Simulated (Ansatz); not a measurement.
**Lattice dynamics of NaVF3 (Pm-3m)**

Task: relax NaVF3 (Pm-3m), then find its harmonic phonons.

Method: DFT PBEsol, scalar-relativistic, plane waves, PAW; PAW set soft_1, in Ansatz 0.2.0.

## Step 1: Set-up

The structure is cubic, space group Pm-3m (No. 221). Conventional cell: a = 4.168 Å, b = 4.168 Å, c = 4.168 Å, α = 90.00°, β = 90.00°, γ = 90.00°. Na has 12 F at 2.95 Å nearest. Nearest to V lie 6 F at 2.08 Å. F has 2 V at 2.08 Å nearest. Farther neighbours and most contacts between anions are not listed.

## Step 2: A magnetic order at the starting cell, 5 atoms

Phonons depend on the magnetic state, so simple orders are compared first, at the starting cell. This run starts ferromagnetic.

Contents of input.yaml:

```yaml
crystal:
  lattice:
    - [4.167837, 0.0, 0.0]
    - [0.0, 4.167837, 0.0]
    - [0.0, 0.0, 4.167837]
  atoms:
    - { symbol: Na, position: [0.0, 0.0, 0.0] }
    - { symbol: V, position: [0.5, 0.5, 0.5], spin: 2.0 }
    - { symbol: F, position: [0.0, 0.5, 0.5] }
    - { symbol: F, position: [0.5, 0.0, 0.5] }
    - { symbol: F, position: [0.5, 0.5, 0.0] }
kpoints:
  mp_grid: { grid: [8, 8, 8] }
hamiltonian:
  xc: pbesol
  pseudopotentials: { kind: paw, azcp: { folder: soft_1 }, xc_functional: pbe }
scf:
  occupations: { method: gaussian, width: 0.05 }
  max_iter: 100
output:
  forces: true
  stress: true
  eigenvalues: true
  populations: true
magnetization:
  spin_polarized: true
```

The run is started by

```sh
$ ansatz run input.yaml --threads 4 --pin off --max-ram 10240MiB --backend cpu --events-out ev --progress --plain --runs-dir out
```

Numbers of over 12 decimals in the logs are rounded to 6 here.

Log:

```text
Engine: ansatz 0.2.0, aarch64-unknown-linux-gnu
Pseudopotentials: kind: paw
Pseudopotential: Na, paw, valence charge 9, recommended cutoff 420 eV (normal), soft_1/Na.paw.azcp
Pseudopotential: V, paw, valence charge 13, recommended cutoff 420 eV (normal), soft_1/V.paw.azcp
Pseudopotential: F, paw, valence charge 7, recommended cutoff 420 eV (normal), soft_1/F.paw.azcp
[...]
k-point 34 ↓: bands = [... 18 lower, 1.2550, 1.2550, 9.9563, 9.9563, 9.9563, 10.9043, 11.1676, 11.1676, ... 2 higher]
--- Löwdin populations: 5 sites ---
  site symbol       q [e]    m [muB]
     0     Na      8.2187     0.0179
     1      V     11.8341     2.8765
     2      F      7.6046     0.0221
     3      F      7.6046     0.0221
     4      F      7.6046     0.0221
  spilling = 0.003100 (of n_electrons = 43.000000)
[key lines of the parts left out:]
SCF converged after 11 iterations
Magnetization: 2.9792 μB (22.9896 up, 20.0104 down)
Free energy (F): -6766.238807 eV
Fermi energy:    7.137813 eV
P = ⅓ Tr σ = -5.5556 GPa (-55.556 kbar)
```

Wall time 3 s (4 threads of Arm Neoverse V2, shared host); peak memory 0.43 GiB; 11 s of CPU time.

Numbers from this step:

| Item | Value |
| --- | --- |
| magnetization | 2.979 μB |
| absolute magnetization | 3.032 μB |
| site moments | 0.007013, 2.193, 0.02828, 0.02828, 0.02828 μB |
| pressure | -5.556 GPa |
| volume per atom | 14.48 Å³ |
| gap on the k-mesh | 0 eV |

The cell carries a net spin moment of 2.98 μB and an absolute one of 3.03 μB.

## Step 3: A magnetic order at the starting cell, 10 atoms

Phonons depend on the magnetic state, so simple orders are compared first, at the starting cell. This run starts antiferromagnetic, q = (0.5, 0.5, 0.5).

System of this step: NaVF3 (Pm-3m). It takes space group Pm-3m (No. 221, cubic). Conventional cell: a = 4.168 Å, b = 4.168 Å, c = 4.168 Å, α = 90.00°, β = 90.00°, γ = 90.00°. Nearest to Na lie 12 F at 2.95 Å. Nearest to V lie 6 F at 2.08 Å. Nearest to F lie 2 V at 2.08 Å. Farther neighbours and most contacts between anions are not listed.

input.yaml, the sections that differ from step 2:

```yaml
crystal:
  lattice:
    - [4.167837, 4.167837, 0.0]
    - [4.167837, 0.0, 4.167837]
    - [4.167837, 0.0, -4.167837]
  atoms:
    - { symbol: Na, position: [0.0, 0.0, 0.0] }
    - { symbol: Na, position: [0.0, 0.5, 0.5] }
    - { symbol: V, position: [0.5, 0.25, 0.75], spin: 2.0 }
    - { symbol: V, position: [0.5, 0.75, 0.25], spin: -2.0 }
    - { symbol: F, position: [0.5, 0.0, 0.5] }
    - { symbol: F, position: [0.5, 0.5, 0.0] }
    - { symbol: F, position: [0.0, 0.5, 0.0] }
    - { symbol: F, position: [0.0, 0.0, 0.5] }
    - { symbol: F, position: [0.5, 0.0, 0.0] }
    - { symbol: F, position: [0.5, 0.5, 0.5] }
# kpoints, hamiltonian, scf, output, magnetization: as in step 2
```

Log:

```text
[...]
Crystal: 10 atoms, lattice volume = 144.798 Å³
Basis set: ecut = 420 eV, 2741 PW (Γ), exchange–correlation on 80×80×80 points (8 copies of the dense FFT grid, shifted against one another)
Bands: 55, of which v1, the nominal top of the filled ones, is band 43 counted from 1 (42 counted from 0)
Symmetry: 48 space group operations
[...]
site symbol       q [e]    m [muB]
     0     Na      8.1926    -0.0000
     1     Na      8.1926    -0.0000
     2      V     11.8644     2.8724
     3      V     11.8644    -2.8724
     4      F      7.6032     0.0000
     5      F      7.6032     0.0000
     6      F      7.6032     0.0000
     7      F      7.6032     0.0000
     8      F      7.6032     0.0000
     9      F      7.6032     0.0000
  spilling = 0.003103 (of n_electrons = 86.000000)
[key lines of the parts left out:]
SCF converged after 12 iterations
Magnetization: 0.0000 μB (43.0000 up, 43.0000 down)
Free energy (F): -13532.587845 eV
Fermi energy:    6.929731 eV
P = ⅓ Tr σ = -5.9478 GPa (-59.478 kbar)
```

The job ended after 6.7 s (4 threads; peak memory 0.7 GiB).

The cell carries a net spin moment of 0.00 μB and an absolute one of 5.89 μB, so the moments cancel.

## Step 4: A magnetic order at the starting cell, 10 atoms (run 2)

Phonons depend on the magnetic state, so simple orders are compared first, at the starting cell. This run starts antiferromagnetic, q = (0, 0, 0.5).

input.yaml, the sections that differ from step 3:

```yaml
crystal:
  lattice:
    - [4.167837, 0.0, 0.0]
    - [0.0, 4.167837, 0.0]
    - [0.0, 0.0, 8.335674]
  atoms:
    - { symbol: Na, position: [0.0, 0.0, 0.0] }
    - { symbol: Na, position: [0.0, 0.0, 0.5] }
    - { symbol: V, position: [0.5, 0.5, 0.25], spin: 2.0 }
    - { symbol: V, position: [0.5, 0.5, 0.75], spin: -2.0 }
    - { symbol: F, position: [0.0, 0.5, 0.25] }
    - { symbol: F, position: [0.0, 0.5, 0.75] }
    - { symbol: F, position: [0.5, 0.0, 0.25] }
    - { symbol: F, position: [0.5, 0.0, 0.75] }
    - { symbol: F, position: [0.5, 0.5, 0.0] }
    - { symbol: F, position: [0.5, 0.5, 0.5] }
kpoints:
  mp_grid: { grid: [8, 8, 4] }
# hamiltonian, scf, output, magnetization: as in step 3
```

Log:

```text
[...]
Crystal: 10 atoms, lattice volume = 144.798 Å³
Basis set: ecut = 420 eV, 2787 PW (Γ), exchange–correlation on 60×60×120 points (8 copies of the dense FFT grid, shifted against one another)
Bands: 55, of which v1, the nominal top of the filled ones, is band 43 counted from 1 (42 counted from 0)
Symmetry: 16 space group operations
[...]
site symbol       q [e]    m [muB]
     0     Na      8.2096    -0.0000
     1     Na      8.2096    -0.0000
     2      V     11.8446     2.8730
     3      V     11.8446    -2.8730
     4      F      7.6048     0.0209
     5      F      7.6048    -0.0209
     6      F      7.6048     0.0209
     7      F      7.6048    -0.0209
     8      F      7.6028    -0.0000
     9      F      7.6028    -0.0000
  spilling = 0.003101 (of n_electrons = 86.000000)
[key lines of the parts left out:]
SCF converged after 14 iterations
Magnetization: 0.0000 μB (43.0000 up, 43.0000 down)
Free energy (F): -13532.515975 eV
Fermi energy:    7.155083 eV
P = ⅓ Tr σ = -5.6900 GPa (-56.900 kbar)
```

The job ended after 11 s (4 threads; peak memory 0.8 GiB; 43 s of CPU time).

The cell carries a net spin moment of 0.00 μB and an absolute one of 5.98 μB, so the moments cancel.

## Step 5: The orders compared

An antiferromagnetic start is carried into the relaxation if it ends more than 3 meV per atom below the ferromagnetic start.

Numbers from this step:

| Item | Value |
| --- | --- |
| start carried on | antiferromagnetic, q = (0.5, 0.5, 0.5) |

Orders, by row:

| starting order | atoms | energy from the first start (meV/atom) | largest moment (μB) | gap on mesh (eV) | net moment of the cell (μB) | order kept |
| --- | --- | --- | --- | --- | --- | --- |
| ferromagnetic | 5 | 0 | 2.19 | 0 | 2.98 | yes |
| antiferromagnetic, q = (0.5, 0.5, 0.5) | 10 | -11.1 | 2.19 | 0 | 0 | yes |
| antiferromagnetic, q = (0, 0, 0.5) | 10 | -3.9 | 2.19 | 0 | 0 | yes |

The start carried on is the antiferromagnetic, q = (0.5, 0.5, 0.5) one.

## Step 6: Relaxation, k-mesh 8×8×8

The cell and atoms are relaxed, since residual forces and stress would shift the frequencies.

input.yaml, the sections that differ from step 4:

```yaml
crystal:
  lattice:
    - [4.167837, 4.167837, 0.0]
    - [4.167837, 0.0, 4.167837]
    - [4.167837, 0.0, -4.167837]
  atoms:
    - { symbol: Na, position: [0.0, 0.0, 0.0] }
    - { symbol: Na, position: [0.0, 0.5, 0.5] }
    - { symbol: V, position: [0.5, 0.25, 0.75], spin: 2.4 }
    - { symbol: V, position: [0.5, 0.75, 0.25], spin: -2.4 }
    - { symbol: F, position: [0.5, 0.0, 0.5] }
    - { symbol: F, position: [0.5, 0.5, 0.0] }
    - { symbol: F, position: [0.0, 0.5, 0.0] }
    - { symbol: F, position: [0.0, 0.0, 0.5] }
    - { symbol: F, position: [0.5, 0.0, 0.0] }
    - { symbol: F, position: [0.5, 0.5, 0.5] }
kpoints:
  mp_grid: { grid: [8, 8, 8] }
scf:
  occupations: { method: gaussian, width: 0.1 }
relax:
  adjacent_minimum: "off"
  f_tol: 0.005
  max_steps: 80
  cell: { stress_tol: 0.05 }
# hamiltonian, output, magnetization: as in step 4
```

Log:

```text
[...]
Crystal: 10 atoms, lattice volume = 144.798 Å³
Basis set: ecut = 420 eV, 2741 PW (Γ), exchange–correlation on 80×80×80 points (8 copies of the dense FFT grid, shifted against one another)
Bands: 56, of which v1, the nominal top of the filled ones, is band 43 counted from 1 (42 counted from 0)
Symmetry: 48 space group operations
[...]
k-points: 29 of 512
[...]
Starting moments: Σ|m| = 4.8 μB on 2 of 10 sites
[...]
SCF iter   1: F=—  HF=-13543.516328 eV  |F-HF|=—  |Δ(HF+E_count)|=         —  Δρ=1.16e-1 (↑1.16e-1 ↓1.16e-1)  dr2=6.41e1  dr2_m=1.41e0  M=0.000 μB ∫|m|=5.606 μB  β_m=0.30  ethr=3.10e-3  ⟨swp⟩=5.7  Hψ=5679  notcnv=0  defer=8
[...]
SCF iter  13: F=-13532.590471 eV  HF=-13532.590471 eV  |F-HF|=8.95e-10  |Δ(HF+E_count)|=   1.28e-8  Δρ=7.20e-7 (↑7.20e-7 ↓7.20e-7)  dr2=3.31e-9  dr2_m=1.06e-10  M=0.000 μB ∫|m|=5.883 μB  ethr=8.71e-11  ⟨swp⟩=8.9  Hψ=6302  notcnv=0
SCF 1 converged in 13 iterations: F = -13532.590471 eV  dr2 = 3.31e-9
[...]
relax step   1: F+E_penalty+E_count = -13532.59047081 eV  Δ(F+E_penalty+E_count) = +0.000e0 eV  max|allowed force component| = 6.162e-28 eV/Å  Δτ_max = 0.0000 Å  P = -5.981 GPa  Ω = 144.798 Å³  (13 SCF iters, dr2 threshold 1.00e-7 eV, accepted)
Crystal: 10 atoms, lattice volume = 137.084 Å³
Basis set: ecut = 420 eV, 2733 PW (Γ), exchange–correlation on 80×80×80 points (8 copies of the dense FFT grid, shifted against one another)
[...]
Starting moments: Σ|m| = 4.8 μB on 2 of 10 sites; this step starts from the density that it was given
[...]
iter 1 solved again at ethr=1.08e-4 eV; its pass at ethr=3.10e-3 eV (dr2=9.26e-2 eV) is discarded
[...]
SCF iter   7: F=-13532.819293 eV  HF=-13532.819293 eV  |F-HF|=2.34e-7  |Δ(HF+E_count)|=   1.44e-6  Δρ=5.88e-6 (↑5.88e-6 ↓5.88e-6)  dr2=2.09e-7  dr2_m=4.32e-9  M=0.000 μB ∫|m|=5.813 μB  ethr=1.16e-9  ⟨swp⟩=6.2  Hψ=6175  notcnv=0
SCF 2 converged in 7 iterations: F = -13532.819293 eV  dr2 = 2.09e-7
relax step   2: F+E_penalty+E_count = -13532.81929309 eV  Δ(F+E_penalty+E_count) = -2.288e-1 eV  max|allowed force component| = 4.527e-28 eV/Å  Δτ_max = 0.0000 Å  P = -2.633 GPa  Ω = 137.084 Å³  energy of the carried Pulay correction = +1.766e-2 eV  (7 SCF iters, dr2 threshold 1.00e-6 eV, accepted)
Crystal: 10 atoms, lattice volume = 131.573 Å³
Basis set: ecut = 420 eV, 2637 PW (Γ), exchange–correlation on 80×80×80 points (8 copies of the dense FFT grid, shifted against one another)
[...]
SCF iter   7: F=-13532.872206 eV  HF=-13532.872206 eV  |F-HF|=5.54e-8  |Δ(HF+E_count)|=   3.98e-7  Δρ=8.01e-6 (↑8.01e-6 ↓8.01e-6)  dr2=3.19e-7  dr2_m=1.32e-8  M=0.000 μB ∫|m|=5.758 μB  ethr=1.16e-9  ⟨swp⟩=5.9  Hψ=6353  notcnv=0
SCF 3 converged in 7 iterations: F = -13532.872206 eV  dr2 = 3.19e-7
[...]
relax step   3: F+E_penalty+E_count = -13532.87220585 eV  Δ(F+E_penalty+E_count) = -5.291e-2 eV  max|allowed force component| = 9.030e-28 eV/Å  Δτ_max = 0.0000 Å  P = +0.437 GPa  Ω = 131.573 Å³  energy of the carried Pulay correction = +3.088e-2 eV  (7 SCF iters, dr2 threshold 1.00e-6 eV, accepted)
[...]
relax step   4: F+E_penalty+E_count = -13532.87132345 eV  Δ(F+E_penalty+E_count) = +8.824e-4 eV  max|allowed force component| = 1.460e-28 eV/Å  Δτ_max = 0.0000 Å  P = -0.026 GPa  Ω = 132.330 Å³  energy of the carried Pulay correction = +2.904e-2 eV  (7 SCF iters, dr2 threshold 4.77e-7 eV, accepted)
[...]
relax step   5: F+E_penalty+E_count = -13532.85419355 eV  Δ(F+E_penalty+E_count) = +1.713e-2 eV  max|allowed force component| = 6.864e-29 eV/Å  Δτ_max = 0.0000 Å  P = -0.296 GPa  Ω = 132.330 Å³  stress off target by 2.96e-1 GPa  SCF on the basis re-selected at this cell (its energy is not comparable with the rows above)  (10 SCF iters)
[...]
relax step   6: F+E_penalty+E_count = -13532.85583830 eV  Δ(F+E_penalty+E_count) = -1.645e-3 eV  max|allowed force component| = 3.513e-28 eV/Å  Δτ_max = 0.0000 Å  P = +0.004 GPa  Ω = 131.844 Å³  energy of the carried Pulay correction = +1.202e-3 eV  (7 SCF iters, dr2 threshold 2.18e-7 eV, accepted)
[...]
SCF iter   8: F=-13532.854563 eV  HF=-13532.854563 eV  |F-HF|=1.82e-12  |Δ(HF+E_count)|=  1.82e-11  Δρ=1.85e-8 (↑1.85e-8 ↓1.85e-8)  dr2=1.23e-12  dr2_m=7.14e-14  M=0.000 μB ∫|m|=5.763 μB  ethr=1.00e-12  ⟨swp⟩=2.3  Hψ=4645  notcnv=0
SCF 7 converged in 8 iterations: F = -13532.854563 eV  dr2 = 1.23e-12
relax step   7: F+E_penalty+E_count = -13532.85456298 eV  Δ(F+E_penalty+E_count) = +1.275e-3 eV  max|allowed force component| = 3.353e-28 eV/Å  Δτ_max = 0.0000 Å  P = -0.007 GPa  Ω = 131.844 Å³  stress off target by 7.10e-3 GPa  SCF on the basis re-selected at this cell (its energy is not comparable with the rows above)  (8 SCF iters)
[...]
SCF converged after 8 iterations
Magnetization: 0.0000 μB (43.0000 up, 43.0000 down)
Absolute magnetization: 5.7538 μB (∫|ρ↑−ρ↓|, with the PAW one-centre terms)
[...]
Per-site moments (μB) at R_I (Å): [(-1.0252698775108858e-16, 1.178290), (1.0252698775108872e-16, 1.178290), (2.093113, 0.833177), (-2.093113, 0.833177), (8.2317850326177e-17, 0.833177), (-7.486221224846265e-17, 0.833177), (-3.593683677872068e-17, 0.833177), (3.593683677872076e-17, 0.833177), (3.9304171116620464e-17, 0.833177), (-3.9304171116620495e-17, 0.833177)]
Free energy (F): -13532.854563 eV
[...]
Internal energy: -13532.844849 eV  (E = F + TS)
E sigma→0 (E₀):  -13532.849706 eV
Entropy (-TS):   -0.009714 eV (-0.971 meV/atom)
Fermi energy:    8.193884 eV
[...]
--- Stress (GPa, compression-positive) ---
       -0.007095       0.000000       0.000000
        0.000000      -0.007095       0.000000
       -0.000000       0.000000      -0.007095
  P = ⅓ Tr σ = -0.0071 GPa (-0.071 kbar)
--- Band table (eV; the first three rows and the last of 58) ---
  k-point 0 ↑: bands = [... 39 lower, 1.9699, 7.8206, 7.8206, 7.8206, 7.8928, 9.7636, 9.7636, 10.8090, ... 9 higher]
  k-point 1 ↑: bands = [... 39 lower, 1.9464, 7.8437, 7.8508, 7.8508, 8.0780, 9.8329, 9.8329, 10.7736, ... 9 higher]
  k-point 2 ↑: bands = [... 39 lower, 1.8798, 7.8984, 7.9235, 7.9235, 8.5881, 10.0182, 10.0182, 10.7028, ... 9 higher]
  k-point 28 ↓: bands = [... 39 lower, 1.7045, 7.9934, 7.9934, 8.0788, 9.8920, 10.0973, 10.6853, 10.6853, ... 9 higher]
--- Relaxed structure (5 steps of the walk, 5 accepted, 2 SCFs on fresh bases) ---
  F+E_penalty+E_count = -13532.85456298 eV   max|allowed force component| = 3.353e-28 eV/Å   (the final SCF, on the basis selected at the relaxed cell)
  cell:  # Å, volume = 131.8439 Å³
    - [4.039646, 4.039646, 0]
    - [4.039646, 0, 4.039646]
    - [4.039646, 0, -4.039646]
  atoms:
    - { symbol: Na, position: [0, 0, 0] }
    - { symbol: Na, position: [0, 0.5, 0.5] }
    - { symbol: V, position: [0.500000, 0.250000, 0.750000] }
    - { symbol: V, position: [0.500000, 0.750000, 0.25] }
    - { symbol: F, position: [0.500000, 0.0, 0.500000] }
    - { symbol: F, position: [0.500000, 0.5, 0.0] }
    - { symbol: F, position: [0, 0.500000, 0.0] }
    - { symbol: F, position: [0, 0.0, 0.5] }
    - { symbol: F, position: [0.500000, 0, 0] }
    - { symbol: F, position: [0.500000, 0.5, 0.5] }
--- Löwdin populations: 10 sites ---
  site symbol       q [e]    m [muB]
     0     Na      8.2118     0.0000
     1     Na      8.2118     0.0000
     2      V     11.9043     2.8058
     3      V     11.9043    -2.8058
     4      F      7.5844     0.0000
     5      F      7.5844     0.0000
     6      F      7.5844     0.0000
     7      F      7.5844     0.0000
     8      F      7.5844     0.0000
     9      F      7.5844     0.0000
  spilling = 0.003041 (of n_electrons = 86.000000)
```

Wall time 32 s (4 threads); peak memory 0.72 GiB; 2 min of CPU time.

Step by step:

| step | energy less that of the first step (eV) | largest force component (eV/Å) | pressure (GPa) | volume (Å³) |
| --- | --- | --- | --- | --- |
| 1 | 0.0000 | 0.0000 | -5.98 | 144.80 |
| 2 | -0.2288 | 0.0000 | -2.63 | 137.08 |
| 3 | -0.2817 | 0.0000 | 0.44 | 131.57 |
| 4 | -0.2809 | 0.0000 | -0.03 | 132.33 |
| 5* | -0.2637 | 0.0000 | -0.30 | 132.33 |
| 6 | -0.2654 | 0.0000 | 0.00 | 131.84 |
| 7* | -0.2641 | 0.0000 | -0.01 | 131.84 |

Relaxation steps marked * repeat the geometry before them on a plane-wave basis chosen anew for their cell, so energy and pressure can jump there.

Forces are held to the 48 operations that the run works with; a distortion that breaks them can't arise in this run.

| cell as run | before | after | change |
| --- | --- | --- | --- |
| a (Å) | 5.894 | 5.713 | -3.1 % |
| b (Å) | 5.894 | 5.713 | -3.1 % |
| c (Å) | 5.894 | 5.713 | -3.1 % |
| volume (Å³/atom) | 14.48 | 13.18 | -8.9 % |

The relaxed structure:

```cif
data_structure
_symmetry_space_group_name_H-M 'P 1'
_symmetry_Int_Tables_number 1
_cell_length_a 5.7129
_cell_length_b 5.7129
_cell_length_c 5.7129
_cell_angle_alpha 90.000
_cell_angle_beta 60.000
_cell_angle_gamma 60.000
_cell_volume 131.84
loop_
_atom_site_label
_atom_site_type_symbol
_atom_site_fract_x
_atom_site_fract_y
_atom_site_fract_z
_atom_site_occupancy
Na1 Na 0.00000 0.00000 0.00000 1
Na2 Na 0.00000 0.50000 0.50000 1
V3 V 0.50000 0.25000 0.75000 1
V4 V 0.50000 0.75000 0.25000 1
F5 F 0.50000 0.00000 0.50000 1
F6 F 0.50000 0.50000 0.00000 1
F7 F 0.00000 0.50000 0.00000 1
F8 F 0.00000 0.00000 0.50000 1
F9 F 0.50000 0.00000 0.00000 1
F10 F 0.50000 0.50000 0.50000 1
```

Numbers from this step:

| Item | Value |
| --- | --- |
| absolute magnetization | 5.754 μB |
| pressure | -0.007095 GPa |
| volume per atom | 13.18 Å³ |

In this step the volume went from 14.48 to 13.18 Å³/atom.

## Step 7: Bringing the structure to rest, k-mesh 10×10×10

The relaxation is repeated from its end, on the mesh and smearing that suit the cell and gap now reached.

input.yaml, the sections that differ from step 6:

```yaml
crystal:
  lattice:
    - [4.0396459696, 4.0396459696, 0.0]
    - [4.0396459696, 0.0, 4.0396459696]
    - [4.0396459696, 0.0, -4.0396459696]
  atoms:
    - { symbol: Na, position: [0.0, 0.0, 0.0] }
    - { symbol: Na, position: [0.0, 0.5, 0.5] }
    - { symbol: V, position: [0.5, 0.25, 0.75], spin: 2.3 }
    - { symbol: V, position: [0.5, 0.75, 0.25], spin: -2.3 }
    - { symbol: F, position: [0.5, 0.0, 0.5] }
    - { symbol: F, position: [0.5, 0.5, 0.0] }
    - { symbol: F, position: [0.0, 0.5, 0.0] }
    - { symbol: F, position: [0.0, 0.0, 0.5] }
    - { symbol: F, position: [0.5, 0.0, 0.0] }
    - { symbol: F, position: [0.5, 0.5, 0.5] }
kpoints:
  mp_grid: { grid: [10, 10, 10] }
# hamiltonian, scf, output, magnetization, relax: as in step 6
```

Log:

```text
[...]
Crystal: 10 atoms, lattice volume = 131.844 Å³
Basis set: ecut = 420 eV, 2637 PW (Γ), exchange–correlation on 80×80×80 points (8 copies of the dense FFT grid, shifted against one another)
Bands: 56, of which v1, the nominal top of the filled ones, is band 43 counted from 1 (42 counted from 0)
Symmetry: 48 space group operations
[...]
site symbol       q [e]    m [muB]
     0     Na      8.2098    -0.0000
     1     Na      8.2098    -0.0000
     2      V     11.9060     2.8088
     3      V     11.9060    -2.8088
     4      F      7.5845     0.0000
     5      F      7.5845     0.0000
     6      F      7.5845     0.0000
     7      F      7.5845     0.0000
     8      F      7.5845     0.0000
     9      F      7.5845     0.0000
  spilling = 0.003043 (of n_electrons = 86.000000)
[key lines of the parts left out:]
SCF converged after 5 iterations
Magnetization: 0.0000 μB (43.0000 up, 43.0000 down)
Free energy (F): -13532.854012 eV
Fermi energy:    8.208207 eV
P = ⅓ Tr σ = 0.0048 GPa (0.048 kbar)
```

Elapsed: 15 s, on 4 threads; peak memory 0.81 GiB.

Little changed from the start: no atom moved by 0.005 Å and no cell edge by 0.1 %.

This step gave:

```
absolute magnetization : 5.760 μB
pressure               : 0.004752 GPa
```

In this step the volume went from 13.18 to 13.18 Å³/atom.

(Continued in part 2 of 2.)

[Logs are printed without paths, hosts, clocks, repeated set-up lines and the standing remarks that a program may print on its own settings, such as how far it seeks lower states.]

[Hosts, paths, dates, database ids (printed as entryN), source tags and the programs' standing remarks are cut or masked in the printed files.]
